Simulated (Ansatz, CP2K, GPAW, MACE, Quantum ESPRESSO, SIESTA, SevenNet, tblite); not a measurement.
**Running Σ7 (111) twist boundary in CsBr (84 atoms) with GPAW**

Aim: run Σ7 (111) twist boundary in CsBr (84 atoms) in GPAW and see how near its forces come to a plane-wave reference, and at what cost.

Method: the method is named at each step, in GPAW 26.7.0.

## 1. Set-up

The cell holds 84 atoms: 42 Cs and 42 Br. Its edges and angles: a = 16.052 Å, b = 16.052 Å, c = 16.126 Å, α = 90.0°, β = 90.0°, γ = 60.0°. It derives from CsBr (CsCl-type). CsCl-type CsBr (a = 4.29 Å); two grains turned against each other by 81.79 deg about [111]; 1 x 1 coincidence cells, 1 lattice periods a grain, two boundaries a cell, upper grain shifted by [0.246, 0] of the boundary cell and opened by 1.98 Å, no atom removed; minimised with a classical potential (one cell length free). Then every atom was moved at random, 0.03 Å r.m.s. a Cartesian component. Regions: lower grain, 42 atoms (21 Cs and 21 Br); upper grain, 42 atoms (21 Cs and 21 Br). The structure's axis is c.

The yardstick, on the same geometry:

* method: Kohn-Sham DFT, PBE, SSSP efficiency 1.3.0 pseudopotentials, plane waves (Quantum ESPRESSO 7.5); sssp-pbe-1.3.0-efficiency, cutoffs 45/360 Ry, Γ point
* r.m.s. force component: 0.1094 eV/Å
* longest force: 0.4922 eV/Å
* pressure: 0.8633 GPa
* gap (highest filled to lowest empty level): 3.582 eV
* time: 13 min on 4 MPI ranks of Arm Neoverse V2, shared host
* CPU time: 50 min

## 2. PBE, plane waves 350 eV

Method: Kohn-Sham DFT, PBE, PAW, plane waves.

File run.py:

```python
import numpy as np
from ase.io import read
from gpaw import GPAW, FermiDirac, PW
from ase.parallel import parprint as print

atoms = read("structure.xyz")
atoms.calc = GPAW(
    mode=PW(350),
    xc="PBE",
    kpts={"size": (1, 1, 1), "gamma": True},
    occupations=FermiDirac(0.05),
    maxiter=200,
    symmetry={"point_group": False},
    nbands=396,
    txt="gpaw.txt",
)
energy = atoms.get_potential_energy(force_consistent=True)
forces = atoms.get_forces()
print(f"energy {energy:.6f} eV")
print("forces (eV/A)")
for i, (a, f) in enumerate(zip(atoms, forces)):
    print(f"{i:4d} {a.symbol:2s} {f[0]:10.5f} {f[1]:10.5f} {f[2]:10.5f}")
stress = -atoms.get_stress(voigt=False) * 160.21766
print("stress (GPa, compression positive)")
for row in stress:
    print(" ".join(f"{x:10.4f}" for x in row))
print(f"Fermi level {atoms.calc.get_fermi_level():.4f} eV")
for k in range(len(atoms.calc.get_ibz_k_points())):
    for s in range(atoms.calc.get_number_of_spins()):
        e = atoms.calc.get_eigenvalues(kpt=k, spin=s)
        n = np.searchsorted(e, atoms.calc.get_fermi_level())
        print(f"k {k} spin {s} levels about the Fermi level:", np.round(e[max(n - 6, 0):n], 4).tolist(), "|", np.round(e[n:n + 6], 4).tolist())
```

File structure.xyz:

```xyz
84
Lattice="16.05171 0.00000 0.00000 8.02586 13.90119 0.00000 0.00000 0.00000 16.12598" Properties=species:S:1:pos:R:3 pbc="T T T"
Cs 13.48569 9.59182 1.24235
Br 13.48464 9.66202 4.75668
Cs 12.48920 13.05683 3.61141
Br 13.16209 11.91276 7.65097
Cs 1.22531 0.09661 1.06641
Br 1.12394 0.01529 4.66557
Cs 17.94260 5.93720 0.60698
Br 18.25682 5.99266 4.55607
Cs 15.98197 3.31279 3.39081
Br 15.77506 3.31474 6.99948
Cs 19.36093 12.05761 1.11156
Br 19.38509 12.03273 4.52043
Cs 17.11514 9.18785 3.26309
Br 17.35511 9.26792 6.86757
Cs 14.94198 6.66020 6.05595
Br 14.80385 6.50103 2.42293
Cs 15.93887 12.42044 5.44913
Br 15.86022 12.37456 1.91722
Cs 6.59934 1.81021 1.25009
Br 6.57960 1.83301 4.81102
Cs 7.67392 8.41092 0.62730
Br 7.81967 8.13261 4.16582
Cs 5.41641 5.38268 3.17375
Br 5.38696 5.38365 6.71002
Cs 3.15023 2.74229 6.03225
Br 3.31990 2.56296 2.50098
Cs 6.74533 11.51144 3.10651
Br 6.77896 11.63252 6.65035
Cs 20.70823 8.70395 5.69312
Br 20.47653 8.61651 2.06961
Cs 12.27057 4.14144 1.18687
Br 12.21840 4.15701 4.81361
Cs 10.13954 1.33674 3.34001
Br 10.04917 1.20940 7.40602
Cs 11.14254 7.29409 3.43483
Br 8.99321 7.38473 7.88448
Cs 8.76672 4.66760 5.50751
Br 8.78462 4.62632 1.97043
Cs 10.06419 10.53585 5.97258
Br 10.24300 10.72046 2.14637
Cs 13.51225 0.83477 5.50476
Br 13.61947 0.88092 2.01978
Cs 2.71563 0.08674 9.07006
Br 2.80857 0.06005 12.71001
Cs 13.35101 1.80854 9.27631
Br 13.37348 1.79437 12.88772
Cs 7.72023 4.17091 9.20890
Br 7.71630 4.17578 12.89127
Cs 9.94355 1.39040 11.38188
Br 9.95535 1.28739 15.42531
Cs 18.06604 6.03256 8.58531
Br 17.88426 6.00045 12.62116
Cs 4.01887 3.29180 11.49057
Br 4.23500 3.33059 15.01813
Cs 6.51001 0.86618 13.56388
Br 6.32036 0.90942 10.09277
[... 24 atom lines left out ...]
Cs 9.95046 10.50485 14.01428
Br 9.75455 10.68320 10.26564
Cs 20.10373 12.39972 13.52244
Br 20.24129 12.29463 9.98118
```

Started as:

```console
OMP_NUM_THREADS=1 mpirun -np 4 gpaw python run.py > output.txt
```

The log of the run:

```text
energy -241.970829 eV
forces (eV/A)
   0 Cs   -0.03395   -0.03381   -0.15299
   1 Br   -0.01373   -0.09570   -0.00708
   2 Cs   -0.00641   -0.00850    0.08613
   3 Br   -0.16520    0.03608   -0.02123
   4 Cs    0.01153   -0.14588   -0.07713
   5 Br    0.11557    0.05902    0.01140
   6 Cs   -0.01581    0.12163   -0.13235
   7 Br   -0.21413   -0.07478   -0.01152
   8 Cs   -0.06750    0.07013    0.18899
   9 Br    0.02017    0.14644   -0.04555
  10 Cs   -0.08108   -0.04445   -0.28646
  11 Br   -0.08760   -0.00126   -0.05634
  12 Cs    0.09093   -0.01028    0.10585
  13 Br    0.05285   -0.04800    0.01409
  14 Cs    0.01109   -0.04080   -0.21555
  15 Br    0.06327    0.03469    0.02714
  16 Cs    0.09580    0.04999    0.13963
  17 Br   -0.09783    0.02662    0.16707
  18 Cs    0.16777    0.10657   -0.19326
  19 Br    0.04877   -0.06788   -0.08791
  20 Cs    0.12550   -0.04050    0.07518
  21 Br    0.05266   -0.06151   -0.05683
  22 Cs    0.09913    0.00487    0.07674
  23 Br   -0.05539   -0.13675    0.20593
[...]
76 Cs    0.03686    0.02640    0.03543
  77 Br    0.03453   -0.11656   -0.09777
  78 Cs    0.03566    0.01383    0.07376
  79 Br    0.13010    0.07110   -0.15960
  80 Cs    0.31128    0.03264    0.09759
  81 Br    0.05829    0.13343   -0.11874
  82 Cs   -0.10197    0.03614    0.20843
  83 Br    0.05145    0.13923    0.13347
stress (GPa, compression positive)
    0.6638    -0.0130    -0.0206
   -0.0130     0.6403     0.0464
   -0.0206     0.0464     1.5487
Fermi level 3.4863 eV
k 0 spin 0 levels about the Fermi level: [1.9654, 1.9899, 2.0286, 2.0476, 2.0667, 2.0882] | [5.6719, 6.3309, 6.4049, 6.4786, 6.5344, 6.6522]
```

gpaw.txt:

```text
Input parameters:
  mode=PW(ecut=350.0),
  kpts=MonkhorstPack(size=(1, 1, 1), gamma=True),
  maxiter=200,
  nbands=396,
  occupations=Occupations(name='fermi-dirac', width=0.05, fixmagmom=False),
  symmetry=Symmetry(point_group=False),
  xc=XC(name='PBE')
Diagonalizing LCAO Hamiltonian
Converting LCAO to pw mode
Unit cell  # Å
| periodic |         x |         y |         z |   lengths |    angles |
|----------|-----------|-----------|-----------|-----------|-----------|
|      yes | 16.051710 |  0.000000 |  0.000000 | 16.051710 | 90.000000 |
|      yes |  8.025860 | 13.901190 |  0.000000 | 16.051714 | 90.000000 |
|      yes |  0.000000 |  0.000000 | 16.125980 | 16.125980 | 59.999987 |
Number of symmetries: 1
Symmetry operations  # r_c * U_cc + t_c -> r_c
|   | kind |            matrix            |
|---|------|------------------------------|
| 0 |  E   |  1, 0, 0,  0, 1, 0,  0, 0, 1 |
BZ-sampling:
  Number of BZ points: 1
  Number of IBZ points: 1
  Monkhorst-Pack size: [1, 1, 1]
  Monkhorst-Pack shift: [0, 0, 0]
K-points  # in reciprocal-cell coordinates
|   |                                coordinates |     weight |
|---|--------------------------------------------|------------|
| 0 | (  0.00000000,   0.00000000,   0.00000000) | 1.00000000 |
Plane wave coefficients: 26764
Cutoff: 350.0 eV
Spin-components: 1 (collinear spins)
Bands:           396
Projectors:      420
Spin-degeneracy: 2
Datatype:        float64
  Projectors: 44_107_072 bytes (11_026_768 per core)
Parallelization:
  kpt:    1
  domain: 4
  band:   1
Density:
  Valence electrons: 672.0
  Components: 1
  Grid points: [70 70 70]
  Charge: 0.0  # |e|
Potential:
  Grid points: [70 70 70]
species:
  Cs:
    name:    Caesium
    Z:       55.0
    valence: 9
    core:    46
    Using partial waves for Cs as LCAO basis
  Br:
    name:    Bromine
    Z:       35.0
    valence: 7
    core:    28
    Using partial waves for Br as LCAO basis
Reference energy: -11873497.617034  # eV
eigensolver:
  PPCG
  Converge bands: occupied
  niter=2
density mixing:
  MSR1-Mixer
occupation numbers:
  Fermi-Dirac:
    width: 0.0500  # eV
poisson solver:
  ecut: 2800.0  # eV
xc functional:
  name: PBE with 2 nearest neighbor stencil
Initialization done in: 6.191 s
convergence criteria:
- Maximum [total energy] change in last 3 cyles: 0.0005 eV / valence electron
- Maximum integral of absolute [dens]ity change: 0.0001 electrons / valence electron
- Maximum integral of absolute [eigenst]ate change: 4e-08 eV^2 / valence electron
maximum number of iterations: 200
SCF iterations
|iter     |      energy | eigst |  dens |
|---------|-------------|-------|-------|
|iter:   1| -259.203124 | -0.72 |       |
|iter:   2| -256.280694 | -2.59 | -1.22 |
|iter:   3| -242.062777 | -1.55 | -1.25 |
|iter:   4| -241.941036 | -3.04 | -1.68 |
|iter:   5| -241.963822c| -3.97 | -2.11 |
|iter:   6| -241.970023c| -4.76 | -2.67 |
|iter:   7| -241.970610c| -5.72 | -3.20 |
|iter:   8| -241.970821c| -6.71 | -3.54 |
|iter:   9| -241.970829c| -7.68c| -4.24c|
Converged in 9 steps
SCF loop duration: 79.599 s (8.844 s/step)
Energy contributions relative to reference atoms: (reference = -11873497.617034)
Energy contributions:
  Kinetic:         361.576176
  Coulomb:        -317.830502
  Zero:             -6.494638
  External:          0.000000
  Xc:             -279.221865
  Entropy:          -0.000000
  Spinorbit:         0.000000
  ----------------------------
  Free energy:    -241.970829
  Extrapolated:   -241.970829
dipole moment: (-191.901576, -265.640060, 11.729723)  # |e|*Ang
Fermi level: 3.486
Eigenvalues  # (at kpt = [0.000, 0.000, 0.000])
| band index |      eig [eV] | occ [0-2] |
|------------|---------------|-----------|
|          0 |       -18.701 |     2.000 |
|        ... |               |           |
|        328 |         1.950 |     2.000 |
|        329 |         1.963 |     2.000 |
[...]
|        ... |               |           |
[...]
Gap: 3.584 eV
Transition (v -> c):
  (s=0, k=0, n=335, [0.00, 0.00, 0.00]) -> (s=0, k=0, n=336, [0.00, 0.00, 0.00])
No difference between direct/indirect transitions
Force computation time: 3.770  # s
Stress tensor  # eV/Ang^3
|         x |         y |         z |
|-----------|-----------|-----------|
[...]
|  0.000081 | -0.003996 | -0.000290 |
|  0.000128 | -0.000290 | -0.009666 |
Stress computation time: 18.295  # s
```

Elapsed: 1.8 min, on 4 MPI ranks of Arm Neoverse V2, shared host; peak memory 2.7 GiB.

Banners, paths, timers and routine set-up lines are dropped from the logs unmarked, and long logs keep their key lines alone; longer cuts are marked.

Compared with the plane-wave run:

- r.m.s. force component: 0.11 eV/Å
- r.m.s. difference of force components: 4.008 meV/Å
- longest difference of force vectors: 12.44 meV/Å
- force difference over r.m.s. force: 3.664 %
- slope of forces against the reference's: 1.005
- correlation of force components: 0.9993
- gap (highest filled to lowest empty level): 3.584 eV
- gap difference: 0.0015 eV
- pressure: 0.9509 GPa
- pressure difference: 0.0876 GPa

Length of the force difference by element (eV/Å):

```
element  atoms    mean   most
     Br     42  0.0071  0.012
     Cs     42  0.0057  0.012
```

Levels nearest the highest filled one (eV from it): -0.12, -0.10, -0.06, -0.04, -0.02, 0.00, 3.58, 4.24, 4.32, 4.39, 4.45, 4.56.

A closer look about Cs63, picked at random: 9 atoms, nearest first, numbered in the order of the input, with positions taken from that point.

| atom | x | y | z | distance (Å) | bonds | Fx | Fy | Fz (eV/Å) |
| --- | --- | --- | --- | --- | --- | --- | --- | --- |
| Cs63 | 0.00 | 0.00 | 0.00 | 0.00 | 6 | 0.144 | 0.071 | -0.477 |
| Br64 | 0.08 | 0.06 | 3.39 | 3.39 | 8 | 0.034 | 0.061 | 0.152 |
| Br28 | 0.32 | 2.10 | -2.76 | 3.48 | 5 | 0.007 | -0.029 | 0.189 |
| Br74 | -1.23 | -3.05 | 1.16 | 3.49 | 7 | -0.097 | 0.005 | -0.212 |
| Br82 | 3.29 | 1.15 | 0.85 | 3.59 | 8 | 0.058 | 0.133 | -0.119 |
| Br84 | -2.27 | 2.76 | 0.57 | 3.62 | 7 | 0.051 | 0.139 | 0.133 |
| Br36 | 2.53 | -2.15 | -1.53 | 3.66 | 6 | 0.125 | 0.034 | 0.036 |
| Cs65 | 2.40 | -2.29 | 2.10 | 3.93 | 7 | 0.122 | 0.015 | -0.134 |
| Cs71 | -3.56 | -0.30 | 1.93 | 4.06 | 7 | -0.162 | -0.132 | 0.153 |

Atoms are counted from 1 here, from 0 in the log.

Forces lie 3.7 % from the reference's, at 0.15 times its CPU time.

Further runs of this program without a result: GPAW PBE, LCAO dzp, h 0.2 Å (cut off at its time limit); GPAW PBE, LCAO szp(dzp), h 0.2 Å (cut off at its time limit); GPAW RPBE, LCAO dzp, h 0.2 Å (cut off at its time limit).

## 3. Results

```yaml
force_difference_from_the_reference: GPAW PBE, plane waves 350 eV, 3.7 %
its_cpu_time: 7.3 min
```

**Reading.** PBE on plane waves or a grid with other potentials, cutoffs or grids differs from the reference by 3.7 % (GPAW PBE, plane waves 350 eV) of the r.m.s. force; this holds the reference's own error, so differences of a few per cent don't tell which side is nearer the exact PBE result. One electronic-structure run takes under half the reference's CPU time: GPAW PBE, plane waves 350 eV, at 3.7 % in 7.3 min against 50 min. PBE gaps agree with the reference's 3.58 eV within 0.002 eV. These are spacings on the run's k-points, which needn't hold the band edges. The reference's pressure holds the uncorrected Pulay stress of its 45 Ry basis, so small pressure differences, and their order, may be the reference's own error. The host structure and its lattice constant were typed by rule, without a check against the phase diagram. The electronic-structure runs sample only Γ, in a cell whose shortest periodic width is 14 Å. Spin–orbit coupling is left out, which matters for the levels of the heavy elements.

[Also dropped from logs without a mark: logging warnings of Python, and SIESTA's first energy breakdown and zero terms.]

[Logs are printed without paths, hosts, clocks, repeated set-up lines and the standing remarks that a program may print on its own settings, such as how far it seeks lower states.]

[Hosts, paths, dates, database ids (printed as entryN), source tags and the programs' standing remarks are cut or masked in the printed files.]
